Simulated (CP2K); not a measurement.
Consider succinimide at its PBE geometry (Å).

```xyz
12

O     2.4043    0.4323    0.6959
C     1.2405    0.2675    0.3737
C     0.5653   -0.9973   -0.1508
C    -0.9023   -0.6095   -0.3905
C    -1.0047    0.8626    0.0061
O    -1.9794    1.5940   -0.0210
N     0.2625    1.2591    0.4283
H     0.6949   -1.7929    0.5939
H     1.0900   -1.3244   -1.0577
H    -1.6140   -1.1840    0.2159
H    -1.2203   -0.7138   -1.4358
H     0.4632    2.2064    0.7420
```

Method: CP2K XAS_TDP, all-electron GAPW, PBEh(45%), aug-cc-pVDZ, TDA, no relativity.

Predict the bright core excitations at the O K edge.

Leading lines: O1 527.29 eV. The leading line of an atom is its first one with 35 % of the strongest within 2.5 eV of its lowest line over the strength cut. 

The first six lines of each atom with a strength over 0.0015:

```
                     atom  energy (eV)  states  strength, one atom
O1 (bonded to C), 2 alike       527.29       1              0.0388
                                531.98       1              0.0022
                                533.48       1              0.0018
                                534.08       1              0.0057
                                534.47       1              0.0018
                                534.63       1              0.0031
```

Lines are vertical, at one geometry, with no vibrational structure. Without a correction of the core level, line positions, and the gaps between valence and Rydberg lines, follow the share of exact exchange. At this level such K lines come out 3 to 6 eV under measured ones. These values hold no scalar relativity, about 0.4 eV for O 1s. Rydberg lines, and the discretised continuum above threshold, depend on the basis and the box.

[Banner, clock and machine lines of the logs are left out without a mark of their own.]

[Logs are printed without paths, hosts, clocks, repeated set-up lines and the standing remarks that a program may print on its own settings, such as how far it seeks lower states.]

[Hosts, paths, dates, database ids (printed as entryN), source tags and the programs' standing remarks are cut or masked in the printed files.]
